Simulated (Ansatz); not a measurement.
## Phonons of Sr2Ir (Fm-3m) against volume

Aim: how the phonons of Sr2Ir (Fm-3m) shift with volume, and the thermal expansion that follows.

Main program and level: Ansatz 0.2.0; DFT PBEsol, scalar-relativistic, plane waves, PAW; PAW set soft_1.

## (1) The structure

It takes space group Fm-3m (No. 225, cubic). Conventional cell: a = 7.125 Å, b = 7.125 Å, c = 7.125 Å, α = 90.00°, β = 90.00°, γ = 90.00°. Nearest to Sr lie 4 Ir at 3.09 Å. Nearest to Ir lie 8 Sr at 3.09 Å. Farther neighbours, and contacts between anions beyond the nearest, are not listed.

Structure file:

```cif
data_structure
_symmetry_space_group_name_H-M 'P 1'
_symmetry_Int_Tables_number 1
_cell_length_a 5.0378
_cell_length_b 5.0378
_cell_length_c 5.0378
_cell_angle_alpha 60.000
_cell_angle_beta 60.000
_cell_angle_gamma 60.000
_cell_volume 90.41
loop_
_atom_site_label
_atom_site_type_symbol
_atom_site_fract_x
_atom_site_fract_y
_atom_site_fract_z
_atom_site_occupancy
Sr1 Sr 0.75000 0.75000 0.75000 1
Sr2 Sr 0.25000 0.25000 0.25000 1
Ir3 Ir 0.00000 0.00000 0.00000 1
```

## (2) Response at finite wavevector

Stability and thermal properties need the whole zone. Linear response on a 4×4×4 q mesh gives force constants as far as a supercell of that size would.

File input.yaml:

```yaml
crystal:
  lattice:
    - [0.0, 3.5622651037, 3.5622651037]
    - [3.5622651037, 0.0, 3.5622651037]
    - [3.5622651037, 3.5622651037, 0.0]
  atoms:
    - { symbol: Sr, position: [0.75, 0.75, 0.75] }
    - { symbol: Sr, position: [0.25, 0.25, 0.25] }
    - { symbol: Ir, position: [0.0, 0.0, 0.0] }
kpoints:
  mp_grid: { grid: [12, 12, 12] }
hamiltonian:
  xc: pbesol
  pseudopotentials: { kind: paw, azcp: { folder: soft_1 }, xc_functional: pbe }
scf:
  occupations: { method: methfessel_paxton, width: 0.2 }
output:
  eigenvalues: true
phonons:
  method: dfpt
  qmesh: [4, 4, 4]
  temperatures: { t_max: 1000, t_step: 50 }
  qpath:
    path:
      - [[0.0, 0.0, 0.0], [0.5, 0.0, 0.5], [0.625, 0.25, 0.625]]
      - [[0.375, 0.375, 0.75], [0.0, 0.0, 0.0], [0.5, 0.5, 0.5], [0.5, 0.25, 0.75], [0.5, 0.0, 0.5]]
    npoints: 10
```

Started as:

```console
$ ansatz run input.yaml --threads 4 --pin off --max-ram 10240MiB --backend cpu --events-out ev --progress --plain --runs-dir out
```

What it wrote:

```text
Engine: ansatz 0.2.0, aarch64-unknown-linux-gnu
Pseudopotentials: kind: paw
Pseudopotential: Sr, paw, valence charge 10, recommended cutoff 420 eV (normal), soft_1/Sr.paw.azcp
Pseudopotential: Ir, paw, valence charge 17, recommended cutoff 420 eV (normal), soft_1/Ir.paw.azcp
Functional definition: PBEsol
  exchange = pbesol_x
  correlation = pbesol_c
Crystal: 3 atoms, lattice volume = 90.408 Å³
Basis set: ecut = 420 eV, 1807 PW (Γ), exchange–correlation on 72×72×72 points (8 copies of the dense FFT grid, shifted against one another)
Bands: 23, of which v1, the nominal top of the filled ones, is band 19 counted from 1 (18 counted from 0)
Symmetry: 48 space group operations
k-points: 72 of 1728
Non-local potential: Sr, projectors of the file, l = 0: 3, l = 1: 2, l = 2: 2
Non-local potential: Ir, projectors of the file, l = 0: 3, l = 1: 2, l = 2: 2, l = 3: 1
PAW form: soft (Blöchl's): semilocal exchange-correlation on the pseudo side does not see the compensation charge
PAW frozen core: Sr, regenerated for the run's functional, and the local potential with it (the file was generated under x = pbe(κ = 0.804, μ = 0.219515), c = pbe(β = 0.066725))
PAW frozen core: Ir, regenerated for the run's functional, and the local potential with it (the file was generated under x = pbe(κ = 0.804, μ = 0.219515), c = pbe(β = 0.066725))
PAW one-centre angular grid: Sr, 110 points (default); XC on 64 Gauss nodes
PAW one-centre angular grid: Ir, 590 points (default); XC on 64 Gauss nodes
Initial density: superposition of atomic densities (chi_scale 0.1, normalization cell, long waves kept (reshape's long-wave potential 0.00 eV rms))
Initial wavefunctions: pseudopotential atomic-orbital guess
Functional: x = pbesol(κ = 0.804, μ = 0.123457), c = pbesol(β = 0.046)
SCF iter   1: F=—  HF=-18786.430898 eV  |F-HF|=—  |Δ(HF+E_count)|=         —  Δρ=7.65e-2  dr2=9.75e0  ethr=3.10e-3  ⟨swp⟩=8.0  Hψ=9492  notcnv=0
preconditioner: auto → Kerker (q_TF=auto, 2.351 Å⁻¹)  [metal: Δε(μ)=0.009 eV  Ē_g=11.223 eV  σ=0.200 eV  W_gap=0.04  n_scr=14 (ndim 8)  ℏωp=19.5 eV  f_vac=0.000  D(μ)=3.16/eV (n_scr^D=26)]
SCF iter   2: F=—  HF=-18785.194152 eV  |F-HF|=—  |Δ(HF+E_count)|=    1.24e0  S|Δr|=    0.00e0  Δρ=2.82e-2  dr2=1.29e0  ethr=3.10e-3  ⟨swp⟩=2.9  Hψ=3163  notcnv=0
SCF iter   3: F=—  HF=-18784.986061 eV  |F-HF|=—  |Δ(HF+E_count)|=   2.08e-1  S|Δr|=    0.00e0  Δρ=6.04e-3  dr2=7.50e-2  ethr=3.10e-3  ⟨swp⟩=2.3  Hψ=2330  notcnv=0
SCF iter   4: F=—  HF=-18784.969049 eV  |F-HF|=—  |Δ(HF+E_count)|=   1.70e-2  S|Δr|=    0.00e0  Δρ=2.21e-3  dr2=1.22e-2  ethr=2.03e-4  ⟨swp⟩=2.4  Hψ=3117  notcnv=0
SCF iter   5: F=—  HF=-18784.967247 eV  |F-HF|=—  |Δ(HF+E_count)|=   1.80e-3  S|Δr|=    0.00e0  Δρ=6.53e-4  dr2=1.05e-3  ethr=3.30e-5  ⟨swp⟩=1.7  Hψ=1738  notcnv=0
SCF iter   6: F=—  HF=-18784.967147 eV  |F-HF|=—  |Δ(HF+E_count)|=   9.98e-5  S|Δr|=    0.00e0  Δρ=2.54e-4  dr2=8.12e-5  ethr=2.85e-6  ⟨swp⟩=1.8  Hψ=1914  notcnv=0
SCF iter   7: F=—  HF=-18784.967173 eV  |F-HF|=—  |Δ(HF+E_count)|=   2.65e-5  S|Δr|=    0.00e0  Δρ=6.17e-5  dr2=5.85e-6  ethr=2.19e-7  ⟨swp⟩=2.1  Hψ=2115  notcnv=0
SCF iter   8: F=—  HF=-18784.967173 eV  |F-HF|=—  |Δ(HF+E_count)|=   5.29e-7  S|Δr|=    0.00e0  Δρ=1.57e-5  dr2=5.98e-7  ethr=1.58e-8  ⟨swp⟩=2.3  Hψ=2223  notcnv=0
SCF iter   9: F=—  HF=-18784.967174 eV  |F-HF|=—  |Δ(HF+E_count)|=   1.56e-6  S|Δr|=    0.00e0  Δρ=3.06e-6  dr2=1.96e-8  ethr=1.62e-9  ⟨swp⟩=2.0  Hψ=1973  notcnv=0
SCF iter  10: F=—  HF=-18784.967174 eV  |F-HF|=—  |Δ(HF+E_count)|=   2.53e-9  S|Δr|=    0.00e0  Δρ=5.65e-7  dr2=2.00e-10  ethr=5.29e-11  ⟨swp⟩=2.7  Hψ=2923  notcnv=0
SCF iter  11: F=—  HF=-18784.967174 eV  |F-HF|=—  |Δ(HF+E_count)|=  1.42e-10  S|Δr|=    0.00e0  Δρ=1.58e-7  dr2=2.57e-11  ethr=1.00e-12  ⟨swp⟩=2.2  Hψ=2703  notcnv=0
SCF iter  12: F=-18784.967174 eV  HF=-18784.967174 eV  |F-HF|=3.64e-12  |Δ(HF+E_count)|=  1.09e-11  S|Δr|=    0.00e0  Δρ=3.26e-8  dr2=1.22e-12  ethr=1.00e-12  ⟨swp⟩=7.6  Hψ=9264  notcnv=0
SCF 1 converged in 12 iterations: F = -18784.967174 eV  dr2 = 1.22e-12
  greatest PAW one-centre occupation: 1.000 electrons in one spin orbital (limit 2), on the Ir atom at site 2 (counted from 0), in its partial waves of l = 0
phonons: the bands overlap, so this run is a metal and interpolates without the dipole-dipole term. If the crystal is really an insulator or semiconductor, its LO-TO splitting is missing
NSCF: frozen V_eff on 72 k-points
WARN: eigensolver did not converge (k=13): 1 band(s) unlocked after 2 eigensolves, warm-restarted (20 sweeps on the last) at ethr=1.31e-12 eV (storage-precision floor; scheduled 1.00e-12 eV) (lowest unlocked band 22, counted from 0; max residual 1.22e-3 eV among the unlocked bands, 1.22e-3 eV over every band; other slots of this pass that fall short are told together in one closing line; warning suppressed until the next SCF loop or pass starts)
WARN: eigensolver did not converge in 5 slots of this pass, the one above among them; of largest residual over every band (k=13): 1 band(s) unlocked (lowest unlocked band 22, counted from 0; max residual 1.22e-3 eV among the unlocked bands, 1.22e-3 eV over every band); of lowest unlocked band (k=13): band 22
NSCF: frozen V_eff on 163 k-points
DFPT response loops at q = (0, 0, 0) (fractional): preconditioner auto → Kerker (q_TF=auto, 2.351 Å⁻¹) (partly filled bands, converged f_vac=0.000); β = 1.00, the filter's whole step (`scf.mixing.beta` (0.50) is not read by the response loops under this deck's `scf.mixing.preconditioner`; to damp them name `kerker` or `kerker_dos`, under which they read `scf.mixing.beta`, and type it under 1.00, their step now; both keys bind the ground state too); Broyden in place of MSR1
NSCF: frozen V_eff on 1872 k-points
DFPT response loops at q = (0, 0, 0.25) (fractional): mixed as the last ones told, above
NSCF: frozen V_eff on 952 k-points
DFPT response loops at q = (0, 0, -0.5) (fractional): mixed as the last ones told, above
NSCF: frozen V_eff on 1020 k-points
DFPT response loops at q = (0, 0.25, 0.25) (fractional): mixed as the last ones told, above
NSCF: frozen V_eff on 3456 k-points
DFPT response loops at q = (0, 0.25, -0.5) (fractional): mixed as the last ones told, above
NSCF: frozen V_eff on 1872 k-points
DFPT response loops at q = (0, 0.25, -0.25) (fractional): mixed as the last ones told, above
NSCF: frozen V_eff on 560 k-points
DFPT response loops at q = (0, -0.5, -0.5) (fractional): mixed as the last ones told, above
NSCF: frozen V_eff on 1020 k-points
DFPT response loops at q = (0.25, -0.5, -0.25) (fractional): mixed as the last ones told, above
SCF converged after 12 iterations
Stability not checked: this state was not tested for a lower state beside it, because cold or Methfessel-Paxton smearing, or corrected tetrahedra, fill the levels in a way that the test cannot read (fill_not_monotonic; see scf.lower_state_search)
Free energy (F): -18784.967174 eV
Harris-Foulkes:  -18784.967174 eV  (|F-HF|=3.64e-12)
Internal energy: -18784.960221 eV  (E = F + TS)
E sigma→0 (E₀):  -18784.965436 eV
Entropy (-TS):   -0.006953 eV (-2.318 meV/atom)
Fermi energy:    9.599003 eV
--- Per-component energies (eV) ---
  E_band       = -471.539089
  E_kinetic    = 1012.501737
  E_local      = -3664.745781  (includes V_loc(G=0)·N_el)
  E_nonlocal   = 663.958116
  E_hartree    = 1227.248248
  E_xc         = -576.216765
  E_vxc        = -566.768097  (∫ρ·V_xc dr)
  E_paw        = -14411.219772  (= ΣΔE_a)
  E_vpaw       = -370.981949  (= ΣTr[D̂ρ^β])
  E_aug_tail   = 0.000347  (compensation charges beyond the density's cutoff)
  E_ewald      = -3037.020394
  E_core_change = 0.534044  (= ΣΔE_core)
  E_smearing   = -0.006953  (= −TS)
  E_closure    = -0.000000  (closes the sum)
  Σ components = -18784.967174   (vs F -18784.967174, Δ=0.00e0)
--- Band table (eV; the first three rows and the last of 72) ---
  k-point 0: bands = [... 15 lower, 8.5748, 8.5748, 8.5748, 10.2401, 10.2401, 10.2401, 12.9227, 12.9227]
  k-point 1: bands = [... 15 lower, 8.5302, 8.5597, 8.5597, 10.1457, 10.3094, 10.3094, 12.9280, 12.9280]
  k-point 2: bands = [... 15 lower, 8.4186, 8.5208, 8.5208, 9.9228, 10.5057, 10.5057, 12.9529, 12.9529]
  k-point 71: bands = [... 15 lower, 7.9068, 8.3736, 8.4714, 10.4002, 10.4002, 11.3703, 12.6889, 12.8383]
--- Phonons (Γ-DFPT): 2 representative perturbations + reference (Σ response iterations 6) ---
  ASR residual: 5.977e-5 → 0.000e0 eV/Å²; symmetrization residual: 1.337e-5 eV/Å²
  ASR residual per site (eV/Å²): 5.98e-5 5.98e-5 5.69e-6
  Γ frequencies (cm⁻¹): 0.00 0.00 0.00 106.74 106.74 106.74 133.89 133.89 133.89
--- Phonons (arbitrary-q DFPT): 8 irreducible q on the 4×4×4 mesh ---
  q = [0.0000, 0.0000, 0.0000] (star 1, of the zone-centre solve; hermiticity 6.95e-6, symmetrization 9.53e-13): 0.00 0.00 0.00 106.74 106.74 106.74 133.89 133.89 133.89
  q = [0.0000, 0.0000, 0.2500] (star 8, 2 solved perturbations on 936 of 1728 k-point pairs; hermiticity 3.36e-6, symmetrization 1.81e-13): 37.79 37.79 54.27 106.40 106.40 106.75 126.56 126.56 127.32
  q = [0.0000, 0.0000, -0.5000] (star 4, 2 solved perturbations on 476 of 1728 k-point pairs; hermiticity 2.26e-6, symmetrization 4.19e-13): 52.73 52.73 84.44 103.28 112.16 112.16 113.27 113.27 120.28
  q = [0.0000, 0.2500, 0.2500] (star 6, 4 solved perturbations in 1608 linear systems a pass and spin channel, the states on 510 of 1728 k-point pairs; hermiticity 5.86e-6, symmetrization 2.63e-13): 28.59 28.59 68.07 94.04 94.04 96.63 130.71 135.78 135.78
  q = [0.0000, 0.2500, -0.5000] (star 24, 4 solved perturbations in 5328 linear systems a pass and spin channel, the states on 1728 of 1728 k-point pairs; hermiticity 2.77e-6, symmetrization 1.11e-12): 54.23 55.81 65.12 84.07 85.58 85.58 129.65 132.11 149.41
  q = [0.0000, 0.2500, -0.2500] (star 12, 4 solved perturbations in 2892 linear systems a pass and spin channel, the states on 936 of 1728 k-point pairs; hermiticity 2.30e-6, symmetrization 2.55e-13): 37.07 55.75 74.98 86.27 101.34 103.28 117.70 120.18 148.22
  q = [0.0000, -0.5000, -0.5000] (star 3, 4 solved perturbations in 886 linear systems a pass and spin channel, the states on 280 of 1728 k-point pairs; hermiticity 2.54e-6, symmetrization 3.54e-13): 23.53 60.70 60.70 66.80 66.80 90.59 138.18 138.18 156.64
  q = [0.2500, -0.5000, -0.2500] (star 6, 4 solved perturbations in 1544 linear systems a pass and spin channel, the states on 510 of 1728 k-point pairs; hermiticity 3.53e-6, symmetrization 4.02e-12): 47.90 50.27 64.07 78.84 78.84 106.55 106.55 139.38 159.15
  sum rule: each row above includes the acoustic sum rule's correction from the zone centre's row sums; it moved no ω² by more than (0.43 cm⁻¹)²
  mesh force constants: q→R imaginary residual 6.39e-18; ASR residual 5.977e-5 → 0.000e0 eV/Å²; symmetrization residual 3.553e-15 eV/Å²
  interpolated dispersion: 62 rows × 9 modes
  density of states and harmonic sums: on the 16×16×16 q-mesh, interpolated from the force constants of a 4×4×4 supercell (no non-analytic term)
  largest difference from the sums on the solved wave vectors: F 1.54e-2 eV, S 1.94e-5 and C_V 3.98e-6 eV/K
  zero-point energy: 0.051782 eV/cell   skipped modes (ω ≤ 0): 3   left out of the sums: 8.14e-5 of the cell's modes: C_V's classical limit lies that fraction below 3 k_B per atom; for a crystal, a wire or a layer, F and S can be off by more, and a phonons.interpolated_qmesh denser along its periods is the remedy for the sampling
```

It took 14 min on 4 threads of Arm Neoverse V1, shared host; peak memory 5.9 GiB.

The column dr2 measures how far the density is from self-consistency, as an energy; F and HF (Harris–Foulkes) agree once it is small.

This step gave:

```yaml
volume_per_atom: 30.14 Å³
gap_on_the_k_mesh: 0 eV
sum_rule_residual_before_enforcement: 5.98e-5 eV/Å²
lowest_frequency_on_the_path: 0 cm⁻¹
point_group: m-3m
highest_frequency_on_path_mesh_or_solved_points: 159.2 cm⁻¹
mean_frequency: 92.8 cm⁻¹
debye_temperature_second_moment: 184 K
logarithmic_mean_frequency: 85.3 cm⁻¹
highest_optical_mode_at_the_zone_centre_no_lo_to_term: 133.9 cm⁻¹
lowest_optical_zone_centre_mode: 106.7 cm⁻¹
lowest_mode_on_the_q_mesh_acoustic_modes_at_gamma_apart: 23.53 cm⁻¹
zero_point_energy_per_atom: 17.26 meV
heat_capacity_at_300_k: 24.48 J/(mol atoms K)
vibrational_entropy_at_300_k: 47.48 J/(mol atoms K)
```

Frequencies (cm⁻¹) solved at each irreducible wavevector; negative means imaginary. Frequencies by wavevector, by row:

| q in reciprocal lattice units | star | mode 1 | mode 2 | mode 3 | mode 4 | mode 5 | mode 6 | mode 7 | mode 8 | mode 9 |
| --- | --- | --- | --- | --- | --- | --- | --- | --- | --- | --- |
| 0 0 0 | 1 | 0 | 0 | 0 | 106.7 | 106.7 | 106.7 | 133.9 | 133.9 | 133.9 |
| 0 0 0.25 | 8 | 37.8 | 37.8 | 54.3 | 106.4 | 106.4 | 106.8 | 126.6 | 126.6 | 127.3 |
| 0 0 -0.5 | 4 | 52.7 | 52.7 | 84.4 | 103.3 | 112.2 | 112.2 | 113.3 | 113.3 | 120.3 |
| 0 0.25 0.25 | 6 | 28.6 | 28.6 | 68.1 | 94 | 94 | 96.6 | 130.7 | 135.8 | 135.8 |
| 0 0.25 -0.5 | 24 | 54.2 | 55.8 | 65.1 | 84.1 | 85.6 | 85.6 | 129.7 | 132.1 | 149.4 |
| 0 0.25 -0.25 | 12 | 37.1 | 55.8 | 75 | 86.3 | 101.3 | 103.3 | 117.7 | 120.2 | 148.2 |
| 0 -0.5 -0.5 | 3 | 23.5 | 60.7 | 60.7 | 66.8 | 66.8 | 90.6 | 138.2 | 138.2 | 156.6 |
| 0.25 -0.5 -0.25 | 6 | 47.9 | 50.3 | 64.1 | 78.8 | 78.8 | 106.5 | 106.5 | 139.4 | 159.2 |

Symmetry leaves 8 wavevectors to solve. The lowest mode among them, the acoustic zeros apart, lies at q = (0, -0.5, -0.5) and is real, 23.5 cm⁻¹.

## (3) Relaxing at another volume, volume ratio 0.97

The volume is scaled by 0.97 and held; symmetry leaves nothing to relax, so this is a single point. The modes can then be followed against volume.

input.yaml, the sections that differ from step 2:

```yaml
crystal:
  lattice:
    - [0.0, 3.5262801676, 3.5262801676]
    - [3.5262801676, 0.0, 3.5262801676]
    - [3.5262801676, 3.5262801676, 0.0]
  atoms:
    - { symbol: Sr, position: [0.75, 0.75, 0.75] }
    - { symbol: Sr, position: [0.25, 0.25, 0.25] }
    - { symbol: Ir, position: [0.0, 0.0, 0.0] }
output:
  forces: true
  stress: true
  eigenvalues: true
# kpoints, hamiltonian, scf: as in step 2
# phonons: removed
```

What it wrote:

```text
[...]
Crystal: 3 atoms, lattice volume = 87.696 Å³
Basis set: ecut = 420 eV, 1687 PW (Γ), exchange–correlation on 72×72×72 points (8 copies of the dense FFT grid, shifted against one another)
Bands: 23, of which v1, the nominal top of the filled ones, is band 19 counted from 1 (18 counted from 0)
Symmetry: 48 space group operations
[...]
k-points: 72 of 1728
[...]
--- Band table (eV; the first three rows and the last of 72) ---
  k-point 0: bands = [... 15 lower, 8.9247, 8.9247, 8.9247, 10.5787, 10.5787, 10.5787, 13.3587, 13.3587]
  k-point 1: bands = [... 15 lower, 8.8749, 8.9075, 8.9075, 10.4915, 10.6520, 10.6520, 13.3640, 13.3640]
  k-point 2: bands = [... 15 lower, 8.7515, 8.8638, 8.8638, 10.2841, 10.8589, 10.8589, 13.3891, 13.3891]
  k-point 71: bands = [... 15 lower, 8.2216, 8.6930, 8.7967, 10.8319, 10.8319, 11.7835, 13.1558, 13.2487]
[key lines of the parts left out:]
SCF converged after 9 iterations
Free energy (F): -18784.955714 eV
Fermi energy:    9.987195 eV
P = ⅓ Tr σ = 1.3813 GPa (13.813 kbar)
```

The job ended after 2.5 s (4 threads; peak memory 0.44 GiB; 9.2 s of CPU time).

Numbers from this step:

* pressure: 1.381 GPa
* volume per atom: 29.23 Å³

The run ends at a pressure of 1.38 GPa.

(Continued in part 2 of 2.)

[Long decimals in the printed logs are rounded to 6 places.]

[Logs are printed without paths, hosts, clocks, repeated set-up lines and the standing remarks that a program may print on its own settings, such as how far it seeks lower states.]

[Hosts, paths, dates, database ids (printed as entryN), source tags and the programs' standing remarks are cut or masked in the printed files.]

[Where the starting crystal was built by hand or by swapping elements, it need not be the compound's stable phase.]
